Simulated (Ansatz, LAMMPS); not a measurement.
# A frame of liquid (Cs,Na,K)(Cl,F) from 1300 K, run at 900 K (64 atoms) in motion

Wanted: a short trajectory of a frame of liquid (Cs,Na,K)(Cl,F) from 1300 K, run at 900 K (64 atoms) with its pair distributions.

Method: Kohn-Sham DFT, LDA, PAW (set soft_2), plane waves, in Ansatz 0.2.0.

## Step 1: Set-up

The cell holds 64 atoms: 8 Cs, 18 Na, 6 K, 9 Cl and 23 F. Its edges and angles: a = 12.302 Å, b = 12.302 Å, c = 12.302 Å, α = 90.0°, β = 90.0°, γ = 90.0°. 64 atoms (8 Cs, 18 Na, 6 K, 9 Cl, 23 F) placed at random at 2.2 g/cm³, melted at 1800 K for 10 ps at fixed volume with the Lennard-Jones and Coulomb ion parameters for SPC/E (Joung and Cheatham, J. Phys. Chem. B 112, 9020 (2008)), full charges. Snapshot at the end of a hold of 20 ps at 1300 K and fixed volume.

Before any run, some limits are plain. The starting topology of bonds comes from the classical model, and needn't be the one that DFT or experiment would give. The cell was made at 1300 K but the dynamics is set to 900 K: the trajectory isn't one at 1300 K. The ion parameters were fitted for water, not for melts, so the starting structure of this cell may lie well off the real melt's. Sampling is at Γ alone, for a cell whose shortest periodic width is 12 Å. The levels lack spin–orbit coupling, which is large for the heavy elements here.

## Step 2: Dynamics at 900 K

A Nosé–Hoover thermostat steers the temperature while disturbing the dynamics little. The time step is 1.0 fs.

Contents of input.yaml:

```yaml
crystal:
  lattice:
    - [12.3019, 0.0, 0.0]
    - [0.0, 12.3019, 0.0]
    - [0.0, 0.0, 12.3019]
  atoms:
    - { symbol: Cs, position: [0.71888, 0.55053, 0.80236] }
    - { symbol: Cs, position: [0.0747, 0.62813, 0.64783] }
    - { symbol: Cs, position: [0.97987, 0.23642, 0.64854] }
    - { symbol: Cs, position: [0.47554, 0.80898, 0.92818] }
    [... 54 atom lines left out ...]
    - { symbol: F, position: [0.9263, 0.65566, 0.89264] }
    - { symbol: F, position: [0.37636, 0.96451, 0.09736] }
    - { symbol: F, position: [0.18096, 0.76479, 0.27746] }
    - { symbol: F, position: [0.11655, 0.32323, 0.06734] }
    - { symbol: F, position: [0.19456, 0.15748, 0.49422] }
    - { symbol: F, position: [0.39403, 0.35751, 0.11542] }
kpoints:
  mp_grid: { grid: [1, 1, 1] }
hamiltonian:
  xc: lda
scf:
  occupations: { method: fermi_dirac, width: 0.078 }
output:
  forces: true
md:
  timestep: 1.0
  n_steps: 157
  ensemble: nvt_nose_hoover
  temperature: 900
  initial_velocities: maxwell_boltzmann
  seed: 1005
```

Command:

```console
> ansatz run input.yaml --threads 4 --pin off --max-ram 8192MiB --backend cpu --events-out ev --progress --plain --runs-dir out
```

Run time: 21 min. Hardware: 4 threads of Arm Neoverse V1, shared host; peak memory 2 GiB.

The program notes that it switched symmetry off.

The trajectory, sampled:

```
time (fs)  T (K)  potential (meV/atom)  conserved (meV/atom)
      0.0    900                   0.0                  0.00
     10.0    924                  -3.1                  0.00
     21.0    926                  -3.5                  0.00
     31.0    924                  -3.3                  0.00
     42.0    941                  -5.7                  0.00
     52.0    980                 -11.0                  0.00
     63.0   1022                 -17.1                 -0.01
     73.0    979                 -12.8                 -0.01
     84.0    904                  -4.6                 -0.01
     94.0    833                   3.0                  0.00
    105.0    866                  -2.6                  0.00
    115.0    973                 -17.7                 -0.02
    126.0    967                 -19.1                  0.00
    136.0   1026                 -29.2                 -0.02
    147.0   1024                 -32.6                 -0.01
    157.0    942                 -26.1                 -0.01
```

Mean square displacement from the first frame to the last: Cs 0.43 Å², Na 0.64 Å², K 0.55 Å², Cl 0.66 Å², F 1.1 Å².

The mean square displacement by time lag:

```
time lag (fs)  Cl (Å²)  Cs (Å²)   F (Å²)   K (Å²)  Na (Å²)
          1.0   5.3e-5   2.1e-5   1.2e-4   6.1e-5   1.0e-4
          7.0  0.00257  0.00102  0.00608  0.00298  0.00498
         10.0  0.00524  0.00208   0.0123  0.00609   0.0101
         17.0   0.0150  0.00602   0.0348   0.0175   0.0285
         23.0   0.0270   0.0110   0.0621   0.0318   0.0505
         30.0   0.0450   0.0187    0.101   0.0533   0.0820
         33.0   0.0538   0.0226    0.121   0.0639   0.0970
         40.0   0.0769   0.0330    0.169   0.0916    0.134
         46.0   0.0992   0.0435    0.214    0.118    0.167
         49.0    0.111   0.0493    0.237    0.132    0.184
         56.0    0.140   0.0640    0.293    0.167    0.222
         62.0    0.167   0.0781    0.342    0.198    0.253
         69.0    0.201   0.0962    0.399    0.235    0.287
         72.0    0.215    0.104    0.423    0.251    0.300
         79.0    0.251    0.125    0.480    0.288    0.330
```

Over the second half of 157 fs the temperature averages 944 K, rising from about 876 to 1008 K (means over the first and last quarter of that half). The conserved energy stays within 0.02 meV/atom. From first frame to last F has the largest mean square displacement, 1.1 Å² at the end; the farthest move is 1.77 Å. The run spans 0.16 ps, too short for its means to be equilibrium values.

## Step 3: Distances and neighbours late in the run

The g(r) is a mean over the second half; what follows it is taken at the last frame.

Density 2.20 g/cm³, 29.09 Å³ an atom.

Mean of 15 frames. Pair distribution functions g(r), in bins of 0.2 Å:

```
r (Å)  total   F-F  F-Na  F-Cl  F-Cs   F-K  Na-Na
 1.80   0.11  0.00  0.52  0.00  0.00  0.00   0.00
 2.00   0.72  0.00  3.58  0.00  0.00  0.00   0.00
 2.20   1.42  0.00  6.86  0.00  0.00  0.63   0.00
 2.40   1.25  0.00  3.91  0.00  0.49  4.38   0.00
 2.60   1.12  0.17  1.68  0.00  2.30  4.47   0.00
 2.80   1.03  0.88  0.28  0.24  2.79  3.17   0.49
 3.00   0.88  0.68  0.23  0.29  2.54  0.53   2.46
 3.20   1.23  1.73  0.74  0.53  2.45  0.96   1.73
 3.40   1.16  1.94  0.37  1.23  1.05  0.68   1.83
 3.60   1.13  1.49  0.60  1.05  0.68  0.75   2.33
 3.80   1.00  1.06  0.35  0.97  0.36  0.50   1.73
 4.00   0.91  1.16  0.55  1.55  0.51  0.31   0.92
 4.20   0.93  1.36  0.53  2.08  0.34  0.14   1.10
 4.40   0.85  1.03  0.76  1.41  0.47  0.28   0.82
 4.60   1.04  1.35  1.04  1.32  0.76  0.42   0.68
 4.80   1.00  1.24  1.19  1.10  0.82  1.07   0.48
 5.00   1.01  0.90  1.17  1.28  0.89  1.33   0.50
 5.20   1.04  0.81  1.21  1.07  1.31  0.99   0.50
 5.40   1.04  0.71  1.23  0.96  1.09  1.51   0.76
 5.60   0.92  0.42  1.06  0.80  1.10  1.26   0.96
 5.80   0.90  0.42  1.01  0.91  0.88  1.21   0.98
 6.00   0.84  0.61  0.93  1.04  0.94  0.45   0.75
```

Bonds by pair of elements; cutoffs follow the first minimum of g(r), held within bounds set by covalent radii, and pairs that aren't listed don't count as bonded:

```
pair A-B  cutoff (Å)  bonds  mean length (Å)  spread (Å)  shortest (Å)  B about A  A about B
    F-Na        2.93     48             2.30       0.199          1.84       2.09       2.67
    F-Cs        3.83     27             3.00       0.331          2.41       1.17       3.38
     F-K        3.08     16             2.57       0.146          2.31      0.696       2.67
   Na-Cl        3.14     14             2.65       0.175          2.38      0.778       1.56
   Cl-Cs        4.05     16             3.53       0.246          3.09       1.78          2
    Cl-K        3.57      6             3.18       0.291          2.71      0.667          1
```

The cutoff for Na-Cl falls short of the minimum of g(r), so counts run low and odd coordinations can be artefacts.

How many atoms have how many bonded neighbours:

```
element  mean  2  3  4  5  6  7
     Cl     4  1  2  3  2  1  0
     Cs  5.38  0  0  1  4  2  1
      F  3.96  0  9  8  4  2  0
      K  3.67  0  3  2  1  0  0
     Na  3.44  1  9  7  1  0  0
```

Bond angles, per cent of each kind in bins of 5°:

```
angle (°)  Cl-Cs-F  F-Na-F  Cs-F-Na  Na-F-Na  F-Cs-F
    45–50      0.0     0.0      0.0      0.0     2.9
    50–55      0.0     0.0      0.0      0.0     2.9
    55–60      1.9     0.0      0.0      0.0     0.0
    60–65      1.9     2.2      0.0      0.0     2.9
    65–70      7.7     2.2      2.4      0.0    11.4
    70–75      7.7     6.5      2.4      2.5     0.0
    75–80      7.7     4.3      2.4      5.0     8.6
    80–85      5.8     8.7     12.2     12.5    14.3
    85–90      9.6     8.7     14.6     10.0     0.0
    90–95      5.8     6.5     17.1      2.5    11.4
   95–100      0.0    10.9      4.9     12.5     2.9
  100–105      3.9     8.7      9.8     10.0     0.0
  105–110     15.4     2.2      9.8      5.0     5.7
  110–115      0.0     6.5      0.0      5.0     2.9
  115–120      7.7     2.2      4.9     10.0     2.9
  120–125      1.9     6.5      0.0      2.5     0.0
  125–130      1.9     0.0      7.3      2.5     5.7
  130–135      5.8     0.0      4.9      2.5     2.9
  135–140      1.9     6.5      2.4      2.5     8.6
  140–145      5.8     2.2      0.0      2.5     2.9
  145–150      1.9     2.2      4.9      5.0     0.0
  150–155      1.9     4.3      0.0      2.5     0.0
  155–160      0.0     2.2      0.0      0.0     0.0
  160–165      0.0     4.3      0.0      2.5     8.6
  165–170      1.9     2.2      0.0      2.5     0.0
  170–175      0.0     0.0      0.0      0.0     0.0
  175–180      1.9     0.0      0.0      0.0     2.9
```

Bond angles (no mean is given where the spread exceeds 20°):

```
  angle  count  mean (°)  spread (°)
Cl-Cs-F     52         -           -
 F-Na-F     46         -           -
Cs-F-Na     41         -           -
Na-F-Na     40         -           -
 F-Cs-F     35         -           -
```

Bond length by coordination (bonds to H left out):

```
element  coordination  atoms  mean bond length (Å)
     Cl             2      1                  3.25
     Cl             3      2                  3.19
     Cl             4      3                  3.08
     Cl             5      2                  3.16
     Cl             6      1                  3.08
     Cs             4      1                  2.97
     Cs             5      4                  3.16
     Cs             6      2                  3.27
     Cs             7      1                  3.30
      F             3      9                  2.44
      F             4      8                  2.58
      F             5      4                  2.52
      F             6      2                  2.83
      K             3      3                  2.78
      K             4      2                  2.69
      K             5      1                  2.75
     Na             2      1                  2.31
     Na             3      9                  2.32
     Na             4      7                  2.42
     Na             5      1                  2.50
```

## Step 4: Single point at the last frame

The last frame is solved again with fuller output, to read the electronic structure of a thermally displaced geometry.

Contents of input.yaml:

```yaml
crystal:
  lattice:
    - [12.3019, 0.0, 0.0]
    - [0.0, 12.3019, 0.0]
    - [0.0, 0.0, 12.3019]
  atoms:
    - { symbol: Cs, position: [0.73718, 0.55587, 0.8411] }
    - { symbol: Cs, position: [0.11062, 0.66675, 0.63858] }
    - { symbol: Cs, position: [0.97963, 0.23141, 0.67171] }
    - { symbol: Cs, position: [0.48904, 0.84024, 0.89267] }
    [... 54 atom lines left out ...]
    - { symbol: F, position: [0.96381, 0.55654, 0.81139] }
    - { symbol: F, position: [0.45561, 0.9769, 0.08255] }
    - { symbol: F, position: [0.21758, 0.82025, 0.30408] }
    - { symbol: F, position: [0.11116, 0.3058, 0.04528] }
    - { symbol: F, position: [0.2657, 0.17102, 0.5645] }
    - { symbol: F, position: [0.42259, 0.34967, 0.07665] }
kpoints:
  mp_grid: { grid: [1, 1, 1] }
hamiltonian:
  xc: lda
scf:
  occupations: { method: fixed }
output:
  forces: true
  stress: true
  populations: intrinsic
  dos:
    method: { smearing: { sigma: 0.1 } }
    de: 0.1
    projected: { site_lists: { Cl: [Cl], Cs: [Cs], F: [F], K: [K], Na: [Na] } }
  eigenvalues: true
  write_density: true
  write_potential: true
  volumetric_format: npy
  elf: true
```

Elapsed: 30 s, on 4 threads; peak memory 1.9 GiB; 1.9 min of CPU time.

The run gave:

| Item | Value |
| --- | --- |
| free energy | -107142.9091 eV |
| free energy per atom | -1674.1080 eV/atom |
| SCF cycles | 11 |
| pressure | -1.556 GPa |
| r.m.s. force component | 0.443 eV/Å |
| longest force | 2.259 eV/Å |
| Fermi energy | 0.8123 eV |
| gap (highest filled to lowest empty level) | 2.392 eV |

Length of the force by element:

```
element  coordination  atoms  mean length of the force (eV/Å)  spread  least   most
     Cl           all      9                            0.499   0.204  0.241  0.855
     Cs           all      8                            0.584   0.316  0.184   1.30
      F           all     23                            0.731   0.415  0.212   2.21
      K           all      6                            0.427   0.244  0.160  0.764
     Na           all     18                            0.764   0.431  0.395   2.26
```

Intrinsic-atomic-orbital charges by element:

```
element  coordination  atoms  mean charge (e)  spread   least    most
     Cl           all      9           -0.744  0.0229  -0.795  -0.709
     Cs           all      8            0.913  0.0175   0.884   0.940
      F           all     23           -0.850  0.0235  -0.909  -0.820
      K           all      6            0.834  0.0146   0.809   0.857
     Na           all     18            0.774   0.023   0.730   0.809
```

Density of states as counts of states in windows of 1 eV (from the Fermi level), total and the larger projections:

```
from (eV)  to (eV)  total   F p  Cl p  Cs p  Na s
      -10       -8    0.0   0.0   0.0   0.0   0.0
       -8       -7   27.4   0.8   0.3  26.0   0.1
       -7       -6   20.6   0.9   0.1  19.3   0.1
       -6       -5    0.0   0.0   0.0   0.0   0.0
       -5       -4    0.3   0.3   0.0   0.0   0.0
       -4       -3   18.5  16.2   1.3   0.0   0.6
       -3       -2   96.5  71.5  20.5   0.8   1.3
       -2       -1   66.2  40.4  23.1   1.0   0.4
       -1        0    9.2   3.4   5.3   0.2   0.1
        0        1    1.3   0.1   1.1   0.0   0.0
        1        2    0.0   0.0   0.0   0.0   0.0
        2        3    2.0   0.0   0.0   0.0   0.9
        3        4   10.9   0.4   0.4   0.1   5.2
        4        5   21.5   0.6   0.5   0.1   7.0
```

With fixed occupations the program's Fermi level is the highest filled level; weight inside the gap is the broadening of levels at its edges.

Between -26 and -10 eV lie 224 more states.

The stored curve holds about 464 of the 512 electrons; the rest, give or take the few that broadening carries across the Fermi level, lie in deeper levels below its range.

The levels nearest the highest filled one (over half full), pooled over k-points and spins:

```
level less the highest filled one (eV)  occupation
                                 -1.08           2
                                -0.915           2
                                -0.683           2
                                -0.530           2
                                -0.305           2
                                     0           2
                                  2.39           0
                                  3.46           0
                                  3.49           0
                                  3.66           0
                                  3.79           0
                                  3.90           0
```

Mean intrinsic-atomic-orbital charges: Cl -0.74, Cs +0.91, F -0.85, K +0.83, Na +0.77 e. The largest share in the top eV of filled states is Cl p (62 % of the projected weight), and in the lowest eV of empty states Na s (47 % of the projected weight).

## Step 5: Results

```
mean temperature, second half                                : 943.8 K
temperature swing, second half                               : 68.53 K
slope of the conserved energy against time, by least squares : -0.0763 meV/atom/ps
free energy per atom                                         : -1674.1080 eV/atom
pressure                                                     : -1.556 GPa
r.m.s. force component                                       : 0.443 eV/Å
gap (highest filled to lowest empty level)             : 2.392 eV
wall time of the 2 DFT runs                                  : 22 min
```

Over the second half of 157 fs the temperature averages 944 K, rising from about 876 to 1008 K (means over the first and last quarter of that half). The conserved energy stays within 0.02 meV/atom. The run spans 0.16 ps, too short for its means to be equilibrium values. Between filled and empty levels lie 2.39 eV (at Γ alone); a local or semilocal functional tends to put such gaps too low. In a disordered cell it changes from sample to sample and from frame to frame.

**Limits.** The pressure of -1.6 GPa is that of one thermal frame at a volume set beforehand, without the kinetic term.

[Logs are printed without paths, hosts, clocks, repeated set-up lines and the standing remarks that a program may print on its own settings, such as how far it seeks lower states.]

[Hosts, paths, dates, database ids (printed as entryN), source tags and the programs' standing remarks are cut or masked in the printed files.]
